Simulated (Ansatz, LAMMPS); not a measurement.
## Forces and charges in liquid (Rb,Cs)F at 990 K (72 atoms)

Wanted: forces, charges and levels of liquid (Rb,Cs)F at 990 K (72 atoms).

Method: Kohn-Sham DFT, PBEsol, PAW (set soft_2), plane waves, in Ansatz 0.2.0.

### Step 1. The starting structure

The cell holds 72 atoms: 18 Rb, 18 Cs and 36 F. Cell: a = 13.496 Å, b = 13.496 Å, c = 13.496 Å, α = 90.0°, β = 90.0°, γ = 90.0°. 72 atoms (18 Rb, 18 Cs, 36 F) placed at random at 3.12 g/cm³, melted at 1800 K for 10 ps at fixed volume with the Lennard-Jones and Coulomb ion parameters for SPC/E (Joung and Cheatham, J. Phys. Chem. B 112, 9020 (2008)), full charges. Snapshot at the end of a hold of 20 ps at 990 K and fixed volume.

Before any run, some limits are plain. The network of bonds at the start is that of the classical potential that made the cell, and needn't be the one that DFT or experiment would give. The ion parameters were fitted for water, not for melts, so the starting structure of this cell may lie well off the real melt's. Sampling is at Γ alone, for a cell whose shortest periodic width is 13 Å. No spin–orbit coupling is included, so levels derived from the heavy atoms are approximate.

### Step 2. How the cell was made

A classical potential supplies the starting structure, since it reaches far longer times than DFT.

This step: classical MD, Lennard-Jones and Coulomb ion parameters for SPC/E (Joung and Cheatham, J. Phys. Chem. B 112, 9020 (2008)), full charges (LAMMPS 22 Jul 2025 - Update 4).

in.lmp

```
# melt-quench of Rb18Cs18F36
units metal
atom_style charge
boundary p p p
region box block 0 13.4964 0 13.4964 0 13.4964
create_box 3 box
mass 1 85.4678   # Rb
mass 2 132.9055   # Cs
mass 3 18.9984   # F
create_atoms 1 random 18 825470 NULL overlap 2.2 maxtry 2000
create_atoms 2 random 18 825477 NULL overlap 2.2 maxtry 2000
create_atoms 3 random 36 825484 NULL overlap 2.2 maxtry 2000
pair_style lj/cut/coul/long 9.0
pair_modify mix arithmetic tail yes
pair_coeff 1 1 0.019302 3.0950   # Rb
pair_coeff 2 2 0.003897 3.6010   # Cs
pair_coeff 3 3 0.000321 4.0215   # F
set type 1 charge 1
set type 2 charge 1
set type 3 charge -1
kspace_style pppm 1.0e-4
neigh_modify delay 0 every 1 check yes
thermo_style custom step time temp pe press density
thermo_modify norm yes
timestep 0.002
thermo 100
min_style cg
minimize 1e-4 1e-4 200 2000
reset_timestep 0
velocity all create 1800 825471 mom yes dist gaussian
fix lim all nve/limit 0.05
fix lan all langevin 1800 1800 0.2 825472 zero yes
thermo 500
run 1000 post no
# [... 10 lines left out ...]
compute msd all msd com yes
thermo 2500
fix md all nvt temp 990 990 0.2
run 10000 post no
print "== T990: mean square displacement over the hold $(c_msd[4]:%.2f) A^2"
unfix md
uncompute msd
write_dump all custom T990.dump id type xs ys zs modify sort id
```

On the command line:

```bash
lmp -in in.lmp -log none -nocite
```

Numbers of over 12 decimals in the logs are rounded to 6 here.

Output:

```text
LAMMPS (22 Jul 2025 - Update 4)
Created orthogonal box = (0 0 0) to (13.4964 13.4964 13.4964)
Created 18 atoms
Created 18 atoms
Created 36 atoms
PPPM initialization ...
  G vector (1/distance) = 0.30688561
  grid = 9 9 9
  estimated relative force accuracy = 7.8331288e-05
   Step          Time           Temp          PotEng         Press         Density
         0   0              0             -0.66704171     127576.09      3.1169879
        93   0.186          0             -3.8837777     -10117.64       3.1169879
Loop time of 0.0200648 s on 1 MPI rank(s) for 93 steps with 72 atoms
Minimization stats:
  Stopping criterion = energy tolerance
[... 18 lines left out ...]
Loop time of 0.759285 s on 1 MPI rank(s) for 5000 steps with 72 atoms
   Step          Time           Temp          PotEng         Press         Density
[... 5 lines left out ...]
Loop time of 0.372739 s on 1 MPI rank(s) for 2500 steps with 72 atoms
   Step          Time           Temp          PotEng         Press         Density
[... 2 lines left out ...]
     12500   25             1140.1486     -3.7393788     -710.11684      3.1169879
     15000   30             1054.2343     -3.7797429     -3175.79        3.1169879
     17500   35             1023.5339     -3.771976      -3183.2786      3.1169879
     18500   37             989.86389     -3.8029244     -10095.685      3.1169879
Loop time of 1.46546 s on 1 MPI rank(s) for 10000 steps with 72 atoms
== T990: mean square displacement over the hold 27.41 A^2
```

It took 2.9 s on 1 thread of Arm Neoverse V2, shared host; peak memory 0.077 GiB.

### Step 3. Plane-wave single point

The electrons are solved once, with the atoms held.

input.yaml

```yaml
crystal:
  lattice:
    - [13.4964, 0.0, 0.0]
    - [0.0, 13.4964, 0.0]
    - [0.0, 0.0, 13.4964]
  atoms:
    - { symbol: Rb, position: [0.65239, 0.73282, 0.22806] }
    - { symbol: Rb, position: [0.53567, 0.28138, 0.98707] }
    - { symbol: Rb, position: [0.25321, 0.08979, 0.06179] }
    - { symbol: Rb, position: [0.08196, 0.07478, 0.2921] }
    - { symbol: Rb, position: [0.70531, 0.08222, 0.24655] }
    - { symbol: Rb, position: [0.35522, 0.87945, 0.31533] }
    - { symbol: Rb, position: [0.56019, 0.42134, 0.44472] }
    - { symbol: Rb, position: [0.43118, 0.56061, 0.30611] }
    - { symbol: Rb, position: [0.18551, 0.49584, 0.91767] }
    - { symbol: Rb, position: [0.8728, 0.78228, 0.68067] }
    - { symbol: Rb, position: [0.21975, 0.71295, 0.13473] }
    - { symbol: Rb, position: [0.17152, 0.98241, 0.5935] }
    - { symbol: Rb, position: [0.06185, 0.7489, 0.88086] }
    - { symbol: Rb, position: [0.35897, 0.8977, 0.78515] }
    - { symbol: Rb, position: [0.94954, 0.28083, 0.04967] }
    - { symbol: Rb, position: [0.22354, 0.2576, 0.49005] }
    - { symbol: Rb, position: [0.20281, 0.23773, 0.8148] }
    - { symbol: Rb, position: [0.98792, 0.05871, 0.76421] }
    - { symbol: Cs, position: [0.23784, 0.63151, 0.52517] }
    - { symbol: Cs, position: [0.68788, 0.47622, 0.16598] }
    - { symbol: Cs, position: [0.79767, 0.35159, 0.768] }
    - { symbol: Cs, position: [0.8553, 0.7703, 0.07254] }
    - { symbol: Cs, position: [0.46685, 0.91836, 0.00188] }
    - { symbol: Cs, position: [0.80254, 0.57876, 0.47032] }
    - { symbol: Cs, position: [0.30554, 0.29353, 0.19915] }
    - { symbol: Cs, position: [0.40851, 0.4197, 0.66934] }
    - { symbol: Cs, position: [0.05008, 0.45935, 0.67471] }
    - { symbol: Cs, position: [0.01971, 0.59185, 0.26394] }
    - { symbol: Cs, position: [0.56331, 0.16791, 0.7102] }
    - { symbol: Cs, position: [0.4639, 0.58817, 0.00318] }
    - { symbol: Cs, position: [0.44855, 0.13941, 0.3426] }
    - { symbol: Cs, position: [0.7992, 0.89888, 0.46222] }
    - { symbol: Cs, position: [0.82619, 0.21734, 0.51339] }
    - { symbol: Cs, position: [0.8573, 0.5422, 0.96277] }
    - { symbol: Cs, position: [0.74767, 0.0251, 0.90008] }
    - { symbol: Cs, position: [0.49716, 0.78842, 0.52245] }
    - { symbol: F, position: [0.34183, 0.2306, 0.67259] }
    - { symbol: F, position: [0.16534, 0.01096, 0.83727] }
    - { symbol: F, position: [0.22935, 0.64253, 0.32136] }
    - { symbol: F, position: [0.98478, 0.93479, 0.56083] }
    - { symbol: F, position: [0.4415, 0.7238, 0.17197] }
    - { symbol: F, position: [0.58245, 0.35073, 0.79638] }
    - { symbol: F, position: [0.68112, 0.63067, 0.02047] }
    - { symbol: F, position: [0.93816, 0.61843, 0.77949] }
    - { symbol: F, position: [0.28547, 0.70292, 0.93111] }
    - { symbol: F, position: [0.70545, 0.74568, 0.56341] }
    - { symbol: F, position: [0.11833, 0.23489, 0.16037] }
    - { symbol: F, position: [0.85913, 0.71654, 0.29774] }
    - { symbol: F, position: [0.23014, 0.49769, 0.71805] }
    - { symbol: F, position: [0.44175, 0.11626, 0.13613] }
    - { symbol: F, position: [0.52183, 0.02152, 0.84653] }
    - { symbol: F, position: [0.01243, 0.53843, 0.4839] }
    - { symbol: F, position: [0.43134, 0.57427, 0.51201] }
    - { symbol: F, position: [0.86446, 0.07297, 0.37427] }
    - { symbol: F, position: [0.25565, 0.06607, 0.42927] }
    - { symbol: F, position: [0.56178, 0.89571, 0.34733] }
    - { symbol: F, position: [0.31114, 0.3259, 0.96327] }
    - { symbol: F, position: [0.05338, 0.61, 0.04449] }
    - { symbol: F, position: [0.31798, 0.83294, 0.59814] }
    - { symbol: F, position: [0.89566, 0.879, 0.90762] }
    - { symbol: F, position: [0.71441, 0.93079, 0.09476] }
    - { symbol: F, position: [0.377, 0.33578, 0.38516] }
    - { symbol: F, position: [0.05191, 0.24536, 0.66638] }
    - { symbol: F, position: [0.74997, 0.22233, 0.98445] }
    - { symbol: F, position: [0.46733, 0.42267, 0.14834] }
    - { symbol: F, position: [0.99756, 0.36414, 0.86524] }
    - { symbol: F, position: [0.60843, 0.23187, 0.43559] }
    - { symbol: F, position: [0.79925, 0.10546, 0.71557] }
    - { symbol: F, position: [0.88449, 0.43113, 0.15787] }
    - { symbol: F, position: [0.63055, 0.56013, 0.33129] }
    - { symbol: F, position: [0.74754, 0.40585, 0.57114] }
    - { symbol: F, position: [0.22281, 0.92993, 0.18732] }
kpoints:
  mp_grid: { grid: [1, 1, 1] }
hamiltonian:
  xc: pbesol
scf:
  occupations: { method: gaussian, width: 0.05 }
output:
  forces: true
  stress: true
  populations: intrinsic
  dos:
    method: { smearing: { sigma: 0.15 } }
    de: 0.1
    projected: { site_lists: { Cs: [Cs], F: [F], Rb: [Rb] } }
  eigenvalues: true
  write_density: true
  write_potential: true
  volumetric_format: npy
```

On the command line:

```bash
ansatz run input.yaml --threads 8 --pin off --max-ram 15872MiB --backend cpu --events-out ev --progress --plain --runs-dir out
```

Output:

```text
Engine: ansatz 0.2.0, aarch64-unknown-linux-gnu
Pseudopotentials: kind: paw
Pseudopotential: Rb, paw, valence charge 9, recommended cutoff 420 eV (normal), Rb.paw.azcp
Pseudopotential: Cs, paw, valence charge 9, recommended cutoff 420 eV (normal), Cs.paw.azcp
Pseudopotential: F, paw, valence charge 7, recommended cutoff 420 eV (normal), F.paw.azcp
Functional definition: PBEsol
  exchange = pbesol_x
  correlation = pbesol_c
Crystal: 72 atoms, lattice volume = 2458.407 Å³
Basis set: ecut = 420 eV, 47937 PW (Γ), exchange–correlation on 192×192×192 points (8 copies of the dense FFT grid, shifted against one another)
Bands: 360, of which v1, the nominal top of the filled ones, is band 288 counted from 1 (287 counted from 0)
Symmetry: 1 space group operations
Space group: P1 (ITA 1), of the structure as read, at distance tolerance 1.3e-4 Å
k-points: 1
Non-local potential: Rb, projectors of the file, l = 0: 3, l = 1: 2, l = 2: 2
Non-local potential: Cs, projectors of the file, l = 0: 3, l = 1: 2, l = 2: 2, l = 3: 2
Non-local potential: F, projectors of the file, l = 0: 2, l = 1: 2, l = 2: 1
PAW form: soft (Blöchl's): semilocal exchange-correlation on the pseudo side does not see the compensation charge
PAW frozen core: Rb, regenerated for the run's functional, and the local potential with it (the file was generated under x = pbe(κ = 0.804, μ = 0.219515), c = pbe(β = 0.066725))
PAW frozen core: Cs, regenerated for the run's functional, and the local potential with it (the file was generated under x = pbe(κ = 0.804, μ = 0.219515), c = pbe(β = 0.066725))
PAW frozen core: F, regenerated for the run's functional, and the local potential with it (the file was generated under x = pbe(κ = 0.804, μ = 0.219515), c = pbe(β = 0.066725))
PAW one-centre angular grid: Rb, 110 points (default); XC on 64 Gauss nodes
PAW one-centre angular grid: Cs, 194 points (default); XC on 64 Gauss nodes
PAW one-centre angular grid: F, 110 points (default); XC on 64 Gauss nodes
Initial density: superposition of atomic densities (neutral atoms: chi_scale 0, normalization atom), corrected by the library's trained network
Initial wavefunctions: pseudopotential atomic-orbital guess
Functional: x = pbesol(κ = 0.804, μ = 0.123457), c = pbesol(β = 0.046)
SCF iter   1: F=—  HF=-187342.702469 eV  |F-HF|=—  |Δ(HF+E_count)|=         —  Δρ=7.72e-3  dr2=1.02e0  ethr=1.77e-3  ⟨swp⟩=7.0  Hψ=1667  notcnv=0  defer=52
preconditioner: auto → Resta (q_TF=auto, 2.142 Å⁻¹)  ε∞=2.7  [insulator: Δε(μ)=3.185 eV  Ē_g=13.401 eV  σ=0.050 eV  W_gap=1.00  n_scr=436 (ndim 8)  ℏωp=17.3 eV  f_vac=0.270  D(μ)=0.00/eV (n_scr^D=0)  ε∞_Penn≈2.7]
SCF iter   2: F=—  HF=-187342.494029 eV  |F-HF|=—  |Δ(HF+E_count)|=   2.08e-1  Δρ=3.18e-3  dr2=1.44e-1  ethr=1.77e-4  ⟨swp⟩=2.0  Hψ=691  notcnv=0  defer=64
SCF iter   3: F=—  HF=-187342.462545 eV  |F-HF|=—  |Δ(HF+E_count)|=   3.15e-2  Δρ=5.26e-4  dr2=1.04e-2  ethr=2.50e-5  ⟨swp⟩=2.0  Hψ=565  notcnv=0  defer=64
SCF iter   4: F=—  HF=-187342.467605 eV  |F-HF|=—  |Δ(HF+E_count)|=   5.06e-3  Δρ=2.33e-4  dr2=1.19e-3  ethr=1.80e-6  ⟨swp⟩=2.0  Hψ=574  notcnv=0  defer=64
SCF iter   5: F=—  HF=-187342.467809 eV  |F-HF|=—  |Δ(HF+E_count)|=   2.04e-4  Δρ=1.37e-4  dr2=3.71e-4  ethr=2.06e-7  ⟨swp⟩=2.0  Hψ=565  notcnv=0  defer=64
SCF iter   6: F=—  HF=-187342.467774 eV  |F-HF|=—  |Δ(HF+E_count)|=   3.47e-5  Δρ=2.77e-5  dr2=2.81e-5  ethr=6.44e-8  ⟨swp⟩=2.0  Hψ=562  notcnv=0  defer=64
SCF iter   7: F=—  HF=-187342.468069 eV  |F-HF|=—  |Δ(HF+E_count)|=   2.94e-4  Δρ=1.88e-5  dr2=7.08e-6  ethr=4.87e-9  ⟨swp⟩=2.0  Hψ=628  notcnv=0  defer=64
SCF iter   8: F=—  HF=-187342.468068 eV  |F-HF|=—  |Δ(HF+E_count)|=   8.62e-7  Δρ=6.31e-6  dr2=9.23e-7  ethr=1.23e-9  ⟨swp⟩=2.0  Hψ=564  notcnv=0  defer=64
SCF iter   9: F=-187342.468068 eV  HF=-187342.468068 eV  |F-HF|=3.22e-8  |Δ(HF+E_count)|=   6.32e-9  Δρ=1.49e-6  dr2=8.92e-8  ethr=1.74e-11  ⟨swp⟩=19.0  Hψ=3633  notcnv=0
SCF 1 converged in 9 iterations: F = -187342.468068 eV  dr2 = 8.92e-8
  greatest PAW one-centre occupation: 0.973 electrons in one spin orbital (limit 2), on the Rb atom at site 6 (counted from 0), in its partial waves of l = 0
WARN: The input density's exchange-correlation potential varies sharply where the density is thin. Do not read a vacuum level from v_tot or v_xc, or from such a field of the output density. On a cell that repeats whose density bears no net charge and no dipole along the vacuum's axis use v_es (v_loc + v_h of the components); [...]
SCF converged after 9 iterations
Free energy (F): -187342.468068 eV
Harris-Foulkes:  -187342.468068 eV  (|F-HF|=3.22e-8)
Internal energy: -187342.468068 eV  (E = F + TS)
E sigma→0 (E₀):  -187342.468068 eV
Fermi energy:    2.890866 eV
--- Per-component energies (eV) ---
  E_band       = -4220.718164
  E_kinetic    = 13455.811615
  E_local      = -47512.873380  (includes V_loc(G=0)·N_el)
  E_nonlocal   = 6352.522439
  E_hartree    = 17662.672668
  E_xc         = -8298.499412
  E_vxc        = -8414.469874  (∫ρ·V_xc dr)
  E_paw        = -142905.472402  (= ΣΔE_a)
  E_vpaw       = -3427.112761  (= ΣTr[D̂ρ^β])
  E_aug_tail   = 0.072643  (compensation charges beyond the density's cutoff)
  E_ewald      = -26103.051128
  E_core_change = 6.348889  (= ΣΔE_core)
  E_smearing   = -0.000000  (= −TS)
  E_closure    = 0.000000  (closes the sum)
  Σ components = -187342.468068   (vs F -187342.468068, Δ=0.00e0)
--- Forces (eV/Å), atoms counted from 1 ---
  atom   1  Rb    -0.25950538     0.48328791     0.25248447
  atom   2  Rb    -0.10354675     0.00007015    -0.03220725
  atom   3  Rb    -0.19557057    -0.08835453    -0.06670592
  atom   4  Rb    -0.04986668    -0.15323405     0.11782979
  atom   5  Rb     0.07693688    -0.33477002    -0.12390826
  atom   6  Rb     0.06292833    -0.10694850    -0.12006443
  atom   7  Rb     0.31116705    -0.52820534     0.51653082
  atom   8  Rb    -0.50367083     0.10691762    -0.20336884
  atom   9  Rb    -0.05473416    -0.11622357     0.01059716
  atom  10  Rb    -0.11215623    -0.21876644     0.13480880
  atom  11  Rb     0.25463685     0.20776946    -0.08094907
  atom  12  Rb     0.09377110    -0.07435958    -0.25924248
  atom  13  Rb     0.07931553    -0.12002420     0.10205807
  atom  14  Rb    -0.52438710    -0.04514378    -0.55334821
[...]
atom  71  F     -0.00119253    -0.10929644    -0.01224206
  atom  72  F     -0.10803083     0.22511071    -0.26895953
  max |Σ_I F_I| component: 6.80e-5 eV/Å
--- Stress (GPa, compression-positive) ---
       -1.645911       0.089306      -0.165316
        0.089306      -1.378733       0.115072
       -0.165316       0.115072      -1.032822
  P = ⅓ Tr σ = -1.3525 GPa (-13.525 kbar)
--- Band table (eV) ---
  k-point 0: bands = ["-25.0251", "-24.5647", "-24.4810", "-24.3670", [... 344 levels ...], "8.2543", "8.3019", "8.3115", "8.3376", "8.3664", "8.3887", "8.4251", "8.4356", "8.4622", "8.4838", "8.5270", "8.5510"]
--- intrinsic populations: 72 sites ---
  site symbol       q [e]
     0     Rb      8.1614
     1     Rb      8.1458
     2     Rb      8.1377
[...]
71      F      7.8845
  spilling = 0.000000 (of n_electrons = 576.000000)
```

The job ended after 16 s (8 threads of Arm Neoverse V2, shared host; peak memory 2.8 GiB).

The program notes that the exchange-correlation potential is rough where the density is thin.

Numbers from this run:

* free energy: -187342.4681 eV
* free energy per atom: -2601.9787 eV/atom
* SCF cycles: 9
* pressure: -1.352 GPa
* r.m.s. force component: 0.2854 eV/Å
* longest force: 1.342 eV/Å
* Fermi energy: 2.891 eV
* gap (highest filled to lowest empty level): 3.363 eV

Length of the force by element:

```csv
element,coordination,atoms,mean length of the force (eV/Å),spread,least,most
Cs,all,18,0.581,0.327,0.111,1.34
F,all,36,0.383,0.172,0.11,0.78
Rb,all,18,0.368,0.209,0.108,0.802
```

Intrinsic-atomic-orbital charges by element:

```
element  coordination  atoms  mean charge (e)  spread   least    most
     Cs           all     18            0.919  0.0091   0.898   0.931
      F           all     36           -0.892   0.009  -0.911  -0.873
     Rb           all     18            0.865  0.0115   0.839   0.885
```

States in the cell by windows of 1 eV, zero at the Fermi level; the larger projections on atomic orbitals stand beside the total:

```csv
from (eV),to (eV),total,F p,Cs p,Rb s,Cs s
-10,-9,13.3,0.2,8.1,0.1,0.0
-9,-8,38.5,1.2,36.5,0.2,0.1
-8,-7,56.7,1.9,54.0,0.2,0.2
-7,-6,4.3,0.2,4.1,0.0,0.0
-6,-4,0.0,0.0,0.0,0.0,0.0
-4,-3,79.1,75.2,0.9,0.8,0.4
-3,-2,125.1,119.1,2.3,0.5,0.6
-2,-1,11.9,11.3,0.3,0.0,0.1
-1,1,0.0,0.0,0.0,0.0,0.0
1,2,2.0,0.0,0.0,1.1,0.7
2,3,8.9,0.3,0.1,4.2,2.7
3,4,29.0,0.8,0.3,8.4,7.6
4,5,54.7,0.9,0.2,7.4,7.8
```

Between -26 and -10 eV lie 214 more states.

The stored curve holds about 543 of the 576 electrons; the rest, give or take the few that broadening carries across the Fermi level, lie in deeper levels below its range.

The levels nearest the highest filled one (over half full), pooled over k-points and spins:

```
level less the highest filled one (eV)  occupation
                                  -0.3           2
                                -0.295           2
                                -0.236           2
                                -0.111           2
                               -0.0777           2
                                     0           2
                                  3.36           0
                                  4.18           0
                                  4.43           0
                                  4.48           0
                                  4.60           0
                                  4.65           0
```

Valence density in the ac plane at fractional y = 0.231, with atoms of Rb and Cs and F within 0.2 Å of it. It is the smooth field of the valence electrons, not physical close to the nuclei.

Ten steps, logarithmic in the rise over the least value, from '0' (0 e/Å³) to '9' (11 e/Å³), each cell a mean:
```
10000000000110000135554211479862101222
00000000100000000023432100245431000000
00000234431000000000110000001100000000
00001456654100000000000000000000000000
00002466664200000000111100000000000000
00111355543111100012333210000011000000
24532112212356421113444321000000000001
58974100012699741113444321000000000002
57863100002478631001222210000001100002
13321000111122210000000000001233321000
00000123443100000000000000012455543100
00000246665310000000012211013543454200
00000246665310000000146863112455543100
00000124443200000001258984201233321000
00000001111000112211135653100001000000
00000000000000122221111110000000000000
00000000000111112221000000000000000000
00000000012332111100000000000000000000
00134421134444210000000000000000000000
01479852234444210000000000000000000000
11379852123332100000000000000000001111
21134321001110000000000000000000013444
32000000000000000012321000123311124555
31000000000000000135554211368752123454
```
Columns run along a (13.5 Å), rows up along c (13.5 Å). Atoms in or near the plane, at fractional coordinates: Rb at (0.20, 0.81), Cs at (0.83, 0.51), F at (0.34, 0.67), F at (0.12, 0.16), F at (0.05, 0.67), F at (0.75, 0.98), F at (0.61, 0.44).

(Part 1 of 2 ends here.)

[Logs are printed without paths, hosts, clocks, repeated set-up lines and the standing remarks that a program may print on its own settings, such as how far it seeks lower states.]

[Hosts, paths, dates, database ids (printed as entryN), source tags and the programs' standing remarks are cut or masked in the printed files.]
